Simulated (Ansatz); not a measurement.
**Quasiparticle gap of K2RbCoF6 (Fm-3m)**

How far does one-shot GW move the PBE gap of K2RbCoF6 (Fm-3m)?

Calculated with Ansatz 0.2.0; PBE, then G0W0 on it, plane waves, PAW.

Most raw output is cut from this account.

In doubt: one-shot GW on d or f shells is unsure (step 3), so the values of those runs are not to be relied on; masses and optical values from hybrid runs of this build are listed as unsure (in some of the runs), which bears on the screening that GW takes from such a start.

### 1. The structure

Symmetry: Fm-3m, No. 225, cubic system. The conventional cell has a = 8.955 Å, b = 8.955 Å, c = 8.955 Å, α = 90.00°, β = 90.00°, γ = 90.00°. Nearest to K lie 12 F at 3.19 Å. Nearest to Rb lie 6 F at 2.61 Å. Co has 6 F at 1.87 Å nearest. Nearest to F lie 1 Co at 1.87 Å and 1 Rb at 2.61 Å and 4 K at 3.19 Å. Farther neighbours and most contacts between anions are not listed.

As a file:

```cif
data_structure
_symmetry_space_group_name_H-M 'Fm-3m'
_symmetry_Int_Tables_number 225
_cell_length_a 8.9547
_cell_length_b 8.9547
_cell_length_c 8.9547
_cell_angle_alpha 90.000
_cell_angle_beta 90.000
_cell_angle_gamma 90.000
_cell_volume 718.06
loop_
_atom_site_label
_atom_site_type_symbol
_atom_site_symmetry_multiplicity
_atom_site_Wyckoff_symbol
_atom_site_fract_x
_atom_site_fract_y
_atom_site_fract_z
_atom_site_occupancy
K1 K 8 c 0.25000 0.25000 0.75000 1
Rb1 Rb 4 b 0.50000 0.00000 0.00000 1
Co1 Co 4 a 0.00000 0.00000 0.00000 1
F1 F 24 e 0.20874 0.00000 0.00000 1
```

The cell and positions are those that the Materials Project relaxed with its own functionals (PBE, PBE+U or r2SCAN), kept fixed. At the settings of the band run the largest force is still 0.07 eV/Å.

### 2. The PBE band structure

Levels along a band path and on the mesh show where this functional puts the band edges.

This step: DFT, PBE, plane waves, PAW; PAW set soft_1.

Contents of input.yaml:

```yaml
crystal:
  lattice:
    - [0.0, 4.4773684629, 4.4773684629]
    - [4.4773684629, 0.0, 4.4773684629]
    - [4.4773684629, 4.4773684629, 0.0]
  atoms:
    - { symbol: K, position: [0.75, 0.75, 0.75] }
    - { symbol: K, position: [0.25, 0.25, 0.25] }
    - { symbol: Rb, position: [0.5, 0.5, 0.5] }
    - { symbol: Co, position: [0.0, 0.0, 0.0] }
    - { symbol: F, position: [0.791258, 0.208742, 0.208742] }
    - { symbol: F, position: [0.208742, 0.208742, 0.791258] }
    - { symbol: F, position: [0.208742, 0.791258, 0.791258] }
    - { symbol: F, position: [0.208742, 0.791258, 0.208742] }
    - { symbol: F, position: [0.791258, 0.208742, 0.791258] }
    - { symbol: F, position: [0.791258, 0.791258, 0.208742] }
kpoints:
  mp_grid: { grid: [4, 4, 4] }
  band_path:
    path:
      - [[0.0, 0.0, 0.0], [0.5, 0.0, 0.5], [0.625, 0.25, 0.625]]
      - [[0.375, 0.375, 0.75], [0.0, 0.0, 0.0], [0.5, 0.5, 0.5], [0.5, 0.25, 0.75], [0.5, 0.0, 0.5]]
    npoints: 10
hamiltonian:
  xc: pbe
  pseudopotentials: { kind: paw, azcp: { folder: soft_1 } }
scf:
  occupations: { method: fermi_dirac, width: 0.02 }
  n_extra_bands: 7
output:
  eigenvalues: true
  forces: true
  stress: true
  write_density: true
  write_potential: true
  elf: true
  volumetric_format: npy
```

Command:

```sh
> ansatz run input.yaml --threads 2 --pin off --max-ram 92160MiB --backend cuda --events-out ev --progress --plain --runs-dir out --devices 1 --max-vram 13GiB
```

Wall time 7.9 s (1 × NVIDIA H100 80GB HBM3 (shared by 6 runs) with 2 threads of AMD EPYC 7R13 (Zen 3), shared host); peak memory 1 GiB.

Numbers from this step:

```
pressure             : -0.2643 GPa
filled bands         : 43
gap                  : 1.566 eV
valence top at       : X
conduction bottom at : X
least direct gap     : 1.566 eV
```

Over mesh and path the gap is 1.566 eV, direct, at k = (0.500, 0.000, 0.500).

Electronic bands along the path, in eV, zero at the top of the highest nominally filled band:

```csv
point,band 40,band 41,band 42,band 43,band 44,band 45,band 46,band 47
Γ,-2.54,-0.09,-0.09,-0.09,1.62,1.62,3.62,6.60
halfway,-2.55,-0.10,-0.04,-0.04,1.63,1.71,4.38,6.63
X,-2.55,-0.11,0.00,0.00,1.57,1.63,5.69,6.22
halfway,-2.56,-0.10,0.00,0.00,1.58,1.65,5.74,6.19
U,-2.58,-0.08,-0.02,-0.01,1.61,1.71,5.89,5.99
jump to K,-2.58,-0.08,-0.02,-0.01,1.61,1.71,5.89,5.99
halfway,-2.59,-0.07,-0.05,-0.04,1.66,1.75,4.46,6.69
Γ,-2.54,-0.09,-0.09,-0.09,1.62,1.62,3.62,6.60
halfway,-2.57,-0.07,-0.06,-0.06,1.70,1.70,4.20,6.83
L,-2.61,-0.05,-0.03,-0.03,1.78,1.78,5.41,5.63
halfway,-2.62,-0.05,-0.04,-0.02,1.68,1.75,5.66,5.79
W,-2.63,-0.05,-0.05,0.00,1.58,1.73,6.00,6.00
halfway,-2.57,-0.09,-0.01,0.00,1.58,1.68,5.79,6.17
X,-2.55,-0.11,0.00,0.00,1.57,1.63,5.69,6.22
```

Electrostatic potential energy in the ac plane of the conventional cell at fractional y = 0.000, with atoms of Rb and Co and F within 0.2 Å of it. With pseudopotentials it is smooth inside the atoms' cores, unlike the true potential.

Values in eV, 13 rows by 16 columns, each cell a mean:
```
-38 -12  -8 -25  -5   6  -6 -49 -55 -17   5   2 -23 -16  -4 -34
-10   5   9   9   9   8   5   0  -1   4   7   9   9   9   7  -5
-37  -1   9   9   8   8   8   2  -1   8   8   8   8   9   7 -29
-10   7   9   8   8   9   7 -28 -36  -1   9   8   8   8   8  -5
  3   6   7   8   9   9   8 -10 -17   5   9   9   9   8   6   4
-41 -10   5   6 -11  -5   0 -24 -29  -6   0 -13   2   7  -2 -34
-64 -28   4  -4 -37 -30 -11 -41 -42 -21 -19 -40 -15   6 -12 -62
-26  -3   6   8  -1   2   4 -14 -19   0   5  -2   6   7   1 -20
  5   7   8   8   9   9   7 -18 -26   3   9   9   9   8   7   6
-20   4   9   8   8   9   7 -23 -30   2   9   8   8   9   8 -14
-34   0   9   9   8   8   8   6   5   8   8   8   9   9   7 -26
-11   4   8   6   8   7   3  -7 -10   1   7   8   7   7   6  -7
-41 -18 -14 -35 -11   6  -9 -58 -63 -24   4  -1 -32 -25  -8 -39
```
Columns run along a (9.0 Å; values clipped at the 3rd and 97th percentile), rows up along c (9.0 Å), edges of the conventional cell, whose origin can differ from the input's. Atoms in or near the plane, at fractional coordinates: Rb at (0.50, 0.00), Rb at (0.00, 0.50), Co at (0.00, 0.00), Co at (0.50, 0.50), F at (0.21, 0.00), F at (0.71, 0.50), F at (0.00, 0.21), F at (0.50, 0.71), F at (0.79, 0.00), F at (0.29, 0.50), F at (0.50, 0.29), F at (0.00, 0.79).

ELF in the ac plane of the conventional cell at fractional y = 0.000, with atoms of Rb and Co and F within 0.2 Å of it. It is the smooth field of the valence electrons, not physical close to the nuclei.

Ten even steps from '_' (0.00) to '@' (0.85), each cell a mean:
```
**==::**%%%%@@##..==@@%%==**@@##..==%%%%%%%%--::**
::::..==##@@%%++..--%%@@@@@@@@**..--##@@%%**..::::
==--....--**++::__..==**####++::__..==**++..__::==
%%%%==..__....________......________....____::##%%
##@@##--__________..::==++++==::__________..**@@%%
%%@@%%==__________--##@@%%@@%%++..________::**@@%%
%%##++::__________==%%@@##%%@@**::________..==##%%
::::..____________::##%%##%%%%==______________..::
--::..____..----..__--**####==..__::--::______::--
@@@@**::__==####++::....::::....--##%%**::__==%%@@
##@@@@--..**@@@@%%++..----==::::##@@@@%%--..##@@%%
..##@@==..##%%##%%**..==%%**::--%%####%%==..%%@@==
==%%@@==..##@@%%%%**..==**++::--%%%%%%%%==..##@@++
@@@@%%--..++%%@@##--..::::::..::**%%@@##::..**@@@@
##**==..__--++**--....--====::..::++**==..__::**##
....________....__..==%%%%%%**::__......________..
++==--..__________--%%@@##%%@@++..__________..==++
%%%%##--__________==%%@@%%%%@@**::________..++%%@@
##@@%%==__________::++##%%%%**==..________::**@@%%
##@@##::____________..::::::..____________..==%%%%
##**::__..----..____..::----::..____::--::__..==##
::....::++%%##==__::##@@@@@@%%==__::**%%##--....::
==--..++%%@@@@**..--@@@@##%%@@##..--%%@@@@##::::--
%%==..##%%##%%##..==@@##..==@@##..==%%####%%--::**
```
Columns run along a (9.0 Å), rows up along c (9.0 Å), edges of the conventional cell, whose origin can differ from the input's. Atoms in or near the plane, at fractional coordinates: Rb at (0.50, 0.00), Rb at (0.00, 0.50), Co at (0.00, 0.00), Co at (0.50, 0.50), F at (0.21, 0.00), F at (0.71, 0.50), F at (0.00, 0.21), F at (0.50, 0.71), F at (0.79, 0.00), F at (0.29, 0.50), F at (0.50, 0.29), F at (0.00, 0.79).

### 3. The quasiparticle correction

G0W0 replaces the xc potential by a self-energy built once from the orbitals of the start. Levels are corrected in the window of bands that the input names, at points of the mesh.

This step: G0W0 on PBE, plane waves, PAW; PAW set soft_1.

input.yaml, the sections that differ from step 2:

```yaml
kpoints:
  mp_grid: { grid: [4, 4, 4] }
scf:
  occupations: { method: fixed }
gw:
  n_empty_bands: 984
  ecut_chi: 180.0
  qp_bands: [v3, c3]
  qp_kpoints: band_edges
  screening: { model: contour_deformation }
# crystal, hamiltonian: as in step 2
# output: removed
```

It took 49 s on 1 × NVIDIA H100 80GB HBM3 (shared by 6 runs) with 2 threads; peak memory 3.4 GiB.

Numbers from this step:

| Quantity | Value |
| --- | --- |
| bands summed | 1027 |
| RPA ε∞ on this mesh (eigenvalues) | 2.159, 2.159, 2.159 |
| plane waves in the screening matrix | 941 |
| q-points in the mesh | 64 |
| G0W0 gap over the corrected points | 4.960 eV |
| k of the valence top | 0, -0.5, -0.5 |
| k of the conduction bottom | 0, -0.5, -0.5 |
| starting gap on the mesh | 1.566 eV |
| Z at the valence top | 0.6946 |
| Z at the conduction bottom | 0.7242 |
| least direct G0W0 gap over the corrected points | 4.960 eV |

Over all 8 irreducible mesh points the G0W0 gap is 4.960 eV, direct, at k = (0.000, -0.500, -0.500). The PBE gap of this run on the mesh is 1.566 eV. The two states that bound the G0W0 gap lie that far apart at the start, so the correction of the gap is 4.960 − 1.566 = +3.394 eV. The program's warnings for this run: metallic iterate.

Labels follow the order of the start: v1 is the top filled band, c1 the lowest empty one; levels that stay degenerate share a row, the window can cut a multiplet, doubted levels are not marked in this list, bands outside the window were not corrected, and the list may be a part of the corrected levels. The levels before and after the correction (eV, zero at the valence-band top of each column):

```csv
,conduction bottom,valence top
Kohn-Sham,1.57,0.00
G0W0,4.96,0.00
```

```csv
,level,occupation,energy (eV)
Kohn-Sham,(0 -0.5 -0.5) v3,2,-0.114
Kohn-Sham,(0 -0.5 -0.5) v2-v1,2,0.000
Kohn-Sham,(0 -0.5 -0.5) c1,0,1.566
Kohn-Sham,(0 -0.5 -0.5) c2,0,1.633
Kohn-Sham,(0 -0.5 -0.5) c3,0,5.690
G0W0,(0 -0.5 -0.5) v3,2,-0.096
G0W0,(0 -0.5 -0.5) v2-v1,2,0.000
G0W0,(0 -0.5 -0.5) c1,0,4.960
G0W0,(0 -0.5 -0.5) c2,0,5.054
G0W0,(0 -0.5 -0.5) c3,0,7.951
```

The parts of the quasiparticle energy for the two states that bound the G0W0 gap, in eV on the run's own scale (QP = start + Σx + Σc − Vxc, with Σc at the quasiparticle energy):

```csv
edge,k,band,start,Σx,Σc,Vxc,Z,QP
valence top,"(0.000, -0.500, -0.500)",42,3.877,−42.240,8.096,−33.042,0.695,2.774
conduction bottom,"(0.000, -0.500, -0.500)",44,5.443,−23.388,−6.260,−31.939,0.724,7.734
```

### 4. Spin-orbit coupling

This run has two-component orbitals with spin-orbit coupling.

This step: DFT, PBE with spin-orbit coupling, plane waves, PAW; PAW set soft_1.

input.yaml, as its differences from that of step 3:

```diff
@@ -18,12 +18,27 @@
   mp_grid: { grid: [4, 4, 4] }
+  band_path:
+    path:
+      - [0.0, 0.0, 0.0]
+      - [0.5, 0.0, 0.5]
+      - [0.625, 0.25, 0.625]
+      - [0.375, 0.375, 0.75]
+      - [0.5, 0.5, 0.5]
+      - [0.5, 0.25, 0.75]
+    npoints: 1
 hamiltonian:
   xc: pbe
-  pseudopotentials: { kind: paw, azcp: { folder: soft_1 } }
+  pseudopotentials: { kind: paw_fr, azcp: { folder: soft_1 } }
 scf:
   occupations: { method: fixed }
-gw:
-  n_empty_bands: 984
-  ecut_chi: 180.0
-  qp_bands: [v3, c3]
-  qp_kpoints: band_edges
-  screening: { model: contour_deformation }
+  n_extra_bands: 14
+magnetization:
+  noncollinear: true
+  spin_orbit: true
+output:
+  eigenvalues: true
+  forces: true
+  stress: true
+  write_density: true
+  write_potential: true
+  elf: true
+  volumetric_format: npy
```

It took 9.1 s on 1 × NVIDIA H100 80GB HBM3 (shared by 6 runs) with 2 threads; peak memory 1.2 GiB; 11 s of CPU time.

This step gave:

```yaml
pressure: -0.2469 GPa
gap: 1.518 eV
valence_top_at: X
conduction_bottom_at: X
least_direct_gap: 1.518 eV
```

Over mesh and listed points the gap is 1.518 eV, direct, at k = (0.500, 0.000, 0.500). PBE+SOC against PBE: 1.518 − 1.566 = −0.048 eV, with the same mesh, set of files (read in its fully relativistic form for the spin-orbit run) and cutoff, and both edges at the same k points. The spin-orbit run sees mesh and listed points alone, so its gap is an upper bound: the coupling can move an edge off these points, and the change over the zone, its sign included where it is small, is not known. The program's warnings for this run: metallic iterate.

### 5. The runs together

Each gap is the least one over the points named; times are wall times on shared hosts, not benchmarks. A G0W0 time includes the run's own self-consistent start. Runs with listed points see these and the mesh alone, so an edge that moves elsewhere is missed. Rows marked * are further runs, not shown as steps, whose inputs differ from the G0W0 step on the same start in the columns given; solver thresholds can differ too. Rows marked ? have an edge level that the program doubts. Symmetry makes (0.500, 0.000, 0.500) and (0.000, -0.500, -0.500) one point.

```csv
level,mesh,"files, cutoff","bands summed, screening",points,gap (eV),valence top,conduction bottom,least direct gap (eV),time
PBE,4×4×4,"soft_1 PAW, 420 eV",-,mesh and path,1.566,"(0.500, 0.000, 0.500)","(0.500, 0.000, 0.500)",1.566,7.9 s
PBE+SOC,4×4×4,"soft_1 PAW, 420 eV",-,mesh and listed points,1.518,"(0.500, 0.000, 0.500)","(0.500, 0.000, 0.500)",1.518,9.1 s
G0W0@PBE*?,4×4×4,"soft_1 PAW, 420 eV","204, 54 eV",all 8 irreducible mesh points,6.071,"(0.000, -0.500, -0.500)","(0.000, -0.500, -0.500)",6.071,11 s
G0W0@PBE*?,4×4×4,"soft_1 PAW, 420 eV","500, 108 eV",all 8 irreducible mesh points,5.201,"(0.000, -0.500, -0.500)","(0.000, -0.500, -0.500)",5.201,23 s
G0W0@PBE,4×4×4,"soft_1 PAW, 420 eV","1027, 180 eV",all 8 irreducible mesh points,4.960,"(0.000, -0.500, -0.500)","(0.000, -0.500, -0.500)",4.960,49 s
G0W0@PBE*?,2×2×2,"soft_1 PAW, 420 eV","500, 108 eV",all 3 irreducible mesh points,5.212,"(0.000, -0.500, -0.500)","(0.000, -0.500, -0.500)",5.212,11 s
G0W0@PBE*,4×4×4,"soft_1 PAW, 420 eV","1027, 180 eV, plasmon pole",all 8 irreducible mesh points,5.226,"(0.000, -0.500, -0.500)","(0.000, -0.500, -0.500)",5.226,90 s
```

### 6. Outcome

| Quantity | Value |
| --- | --- |
| PBE gap over mesh and path | 1.566 eV, direct, at k = (0.500, 0.000, 0.500) |
| G0W0@PBE gap over all 8 irreducible mesh points | 4.960 eV, direct, at k = (0.000, -0.500, -0.500) |
| PBE+SOC gap over mesh and listed points | 1.518 eV |
| GW settings | 4×4×4 mesh, 984 empty bands, screening to 180 eV, PAW set soft_1 files |
| known limits | finite bands, screening cutoff and k mesh; no spin-orbit coupling in G0W0; no spin polarisation |

Over all 8 irreducible mesh points the G0W0 gap is 4.960 eV, direct, at k = (0.000, -0.500, -0.500). The PBE gap of this run on the mesh is 1.566 eV. The two states that bound the G0W0 gap lie that far apart at the start, so the correction of the gap is 4.960 − 1.566 = +3.394 eV. The valence state moves by 2.774 − 3.877 = −1.103 eV and the conduction state by 7.734 − 5.443 = +2.291 eV, on the run's own scale; how far single levels stand from their limit in bands is not shown. Both edges that PBE shows over mesh and path lie at k points where levels were corrected. Levels at other points were not corrected, so a lower G0W0 gap elsewhere in the zone is not ruled out. From 204 bands and 54 eV to 1027 bands and 180 eV the gap moves by 4.960 − 6.071 = −1.111 eV (rung by rung 6.071, 5.201, 4.960 eV); bands and screening cutoff rise together, so their parts are not told apart. An edge row is in doubt in the runs with 204 and 500 bands, so no limit is drawn and it is not known. With the 2×2×2 mesh in place of the 4×4×4 mesh and all else as in the G0W0@PBE row with 500 bands, the gap differs by 5.212 − 5.201 = +0.011 eV, and that of the start by 1.566 − 1.566 = +0.000 eV. The program doubts an edge level of G0W0@PBE with 500 bands (2×2×2, soft_1 PAW). The program doubts an edge level of G0W0@PBE with 500 bands (4×4×4, soft_1 PAW). With the plasmon pole model in place of the contour deformation model and all else as in the G0W0@PBE row with 1027 bands, the gap differs by 5.226 − 4.960 = +0.266 eV. G0W0 on other starts in this series, not shown as steps and not all at these settings: 7.385 eV on HSE06 (4×4×4, soft_1 PAW, 1027 bands, 180 eV) and 7.754 eV on PBE0 (4×4×4, soft_1 PAW, 1027 bands, 180 eV). PBE+SOC against PBE: 1.518 − 1.566 = −0.048 eV, with the same mesh, set of files (read in its fully relativistic form for the spin-orbit run) and cutoff, and both edges at the same k points. The spin-orbit run sees mesh and listed points alone, so its gap is an upper bound: the coupling can move an edge off these points, and the change over the zone, its sign included where it is small, is not known. What spin-orbit coupling does to the G0W0 levels was not computed, so no sum with the G0W0 gap is formed. For the G0W0 step: the program's warnings for this run: metallic iterate. For the further run with 204 bands on the 4×4×4 mesh, the program warns: metallic iterate. For the further run with 500 bands on the 4×4×4 mesh, the program warns: metallic iterate. For the further run with 500 bands on the 2×2×2 mesh, the program warns: metallic iterate. For the further run with 1027 bands on the 4×4×4 mesh, the program warns: metallic iterate. The G0W0 runs are scalar-relativistic. The runs have no spin polarisation, and the cell holds Co; whether a magnetic state lies lower is not shown here. Where d states form a band edge, one-shot GW is known to depend on its start; the orbital character of the edges was not analysed here. G0W0@PBE runs of this series with other atomic data on the same mesh, not shown as steps, give 4.889 eV (hard PAW, 1050 eV, 1502 bands, screening to 234 eV); where bands and cutoffs differ too, the part of the files is not isolated.

[Paths, hosts, dates, memory and timing lines, banners, echoed tables and standing remarks are left out of the program output.]

[Logs are printed without paths, hosts, clocks, repeated set-up lines and the standing remarks that a program may print on its own settings, such as how far it seeks lower states.]

[Runs of the session that timed out or met a known fault of the program may be left out.]

[Cells called generated may have been cut or substituted from an entry of the Crystallography Open Database or the Materials Project.]

[Hosts, paths, dates, database ids (printed as entryN), source tags and the programs' standing remarks are cut or masked in the printed files.]

[Where an RPA ε∞ is given, it is that of the G0W0 mesh and is not shown converged in it. Names of k-points follow the symmetry that the program found, which can be lower than the space group named. Band edges on a path are those of the sampled points; other points can move an edge, and change direct to indirect where valleys lie close.]

[Hybrid gaps are those of their k-mesh and are not shown converged in it.]
